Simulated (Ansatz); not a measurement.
Consider La2O3 (P-3m1).

Symmetry: P-3m1, No. 164, trigonal system. The conventional cell has a = 3.931 Å, b = 3.931 Å, c = 6.112 Å, α = 90.00°, β = 90.00°, γ = 120.00°. Nearest to La lie 7 O at 2.36 to 2.72 Å. Nearest to O lie 4 La at 2.36 to 2.44 Å. Nearest to O lie 6 La at 2.72 Å. Farther neighbours and most contacts between anions are not listed.

```xyz
5
Lattice="3.9308 0.0000 0.0000 -1.9654 3.4042 0.0000 0.0000 0.0000 6.1120" Properties=species:S:1:pos:R:3 pbc="T T T"
La    1.9654    1.1347    4.6070
La    0.0000    2.2694    1.5050
O     1.9654    1.1347    2.1643
O     0.0000    2.2694    3.9477
O     0.0000    0.0000    0.0000
```

The cell and positions are those that the Materials Project relaxed with its own functionals (PBE, PBE+U or r2SCAN), kept fixed. Spin-orbit coupling is left out unless a run names it. PAW set soft_2, made with PBE.

Gaps computed with Ansatz 0.2.0 without a self-energy: LDA 3.73 eV, PBE 3.84 eV, HSE06 5.29 eV, PBE0 6.03 eV and DDH-PBE0 5.67 eV. The mean ε∞ by PBE perturbation theory is 4.79.

Question: Estimate the G0W0@PBE gap with 6×6×2 mesh, 525 empty bands, screening to 200 eV, default PAW files.

About 5.48 eV: on its mesh the run moves the gap from 3.84 eV by +1.63 eV. A band edge moves to another state on the way. Among the scalar-relativistic levels given, DDH-PBE0 is nearest (+0.19 eV). One-shot corrections scale roughly with one over ε∞, here 0.21. Bands and cutoff are finite, so the gap is not at the basis limit. The miss can reach some tenths of an eV and take either sign; the mesh is an error of its own. The 6×6×2 mesh is coarse for this cell (its supercell is 12 Å along the shortest edge). The RPA ε∞ on it, from the PBE start, is 4.53 and 4.60; such meshes misread the long-range screening, most where the gap is narrow. Empty 4f levels lie among the conduction bands. Their place in the start is unsure; it enters the screening, and the edge itself where they lie low. The many-body steps are scalar-relativistic: spin-orbit coupling is not in them.

[Paths, hosts, dates, memory and timing lines, banners, echoed tables and standing remarks are left out of the program output.]

[Logs are printed without paths, hosts, clocks, repeated set-up lines and the standing remarks that a program may print on its own settings, such as how far it seeks lower states.]

[Runs of the session that timed out or met a known fault of the program may be left out.]

[Cells called generated may have been cut or substituted from an entry of the Crystallography Open Database or the Materials Project.]

[Hosts, paths, dates, database ids (printed as entryN), source tags and the programs' standing remarks are cut or masked in the printed files.]
